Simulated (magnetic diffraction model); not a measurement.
**Ba2Tm2Ni4S11: what an assumed order does to the neutron pattern**

Space group I4/mmm (no. 139), a = 6.5150 Å, c = 18.3370 Å.

```
site  atom       x       y       z
  4c    Tm       0     1/2       0
  4d    Ba     1/2       0     1/4
  4e    Ni       0       0  0.1206
  4e    Ni     1/2     1/2  0.1246
  2a     S       0       0       0
  4e     S     1/2     1/2  0.2656
 16m     S  0.2601  0.7399  0.1012
```

This is a made-up structure (elements placed in a structure type, unrelaxed), so the numbers test the method and describe no known phase.

Only Tm and Ni are taken to order (form factors of Tm3+ and Ni3+); orders and moment sizes are assumed, and not adapted to the symmetry. Radiation: neutrons of λ = 1.8 Å, 8° to 50°; isotropic B of 0.16 Å² (Tm), 0.19 Å² (Ba), 0.25 Å² (Ni) and 0.32 Å² (S). Simulated constant-wavelength pattern: nuclear and magnetic terms add, the magnetic one as |2.695 fm × Σ f S⊥ exp(2πi Q·r) exp(−B s²)|², summed over all Q at one angle with the factor 1/(sin²θ cos θ). For collinear order S is the moment m, which repeats by lattice and centring translations R with the sign exp(−2πi k·R). Free-ion form factors, Sears's scattering lengths of 1992, no absorption; a label names one of the reflections at its angle. The strongest nuclear line in the range is 100, and lines under 0.2 are left out.

Assume the order k = (0 0 0), collinear moments along [001], 5.1 μB on Tm and 0.79 μB on Ni; signs + at (0, 1/2, 0), − at (1/2, 0, 0), − at (0, 0, 0.1206), + at (1/2, 1/2, 0.1246), + at (1/2, 1/2, 0.3794), − at (0, 0, 0.3754).

Q: Where does magnetic intensity appear, and how strong is it?

```csv
2θ (°),index,nuclear,magnetic
11.27,(0 0 2),5.0,0.0
16.86,(1 0 1),0.7,71.1
22.53,(1 1 0),19.6,0.0
22.64,(0 0 4),11.2,0.0
23.30,(1 0 3),0.5,19.2
25.26,(1 1 2),1.4,0.0
32.08,(2 0 0),40.5,0.0
32.16,(1 1 4),100.0,0.0
32.71,(1 0 5),0.8,4.7
34.10,(2 0 2),0.5,0.0
34.25,(0 0 6),2.5,0.0
36.45,(2 1 1),1.2,30.1
39.62,(2 0 4),2.0,0.0
40.02,(2 1 3),0.1,20.4
41.39,(1 1 6),1.8,0.0
43.47,(1 0 7),0.2,1.4
46.00,(2 2 0),73.2,0.0
46.24,(0 0 8),25.1,0.0
46.47,(2 1 5),0.2,10.8
47.52,(2 2 2),1.2,0.0
47.63,(2 0 6),3.8,0.0
49.33,(3 0 1),0.7,7.6
```

The strongest magnetic line in the range is (1 0 1) at 16.86° (71.1). On top of the Lorentz factor, which all lines share, magnetic lines fade with angle because f falls: for Tm3+ it is 0.97, 0.87, 0.75 and 0.49 at sin θ/λ = 0.1, 0.2, 0.3 and 0.5 Å⁻¹, while nuclear lengths stay constant. The order has no net moment.

[Logs are printed without paths, hosts, clocks, repeated set-up lines and the standing remarks that a program may print on its own settings, such as how far it seeks lower states.]
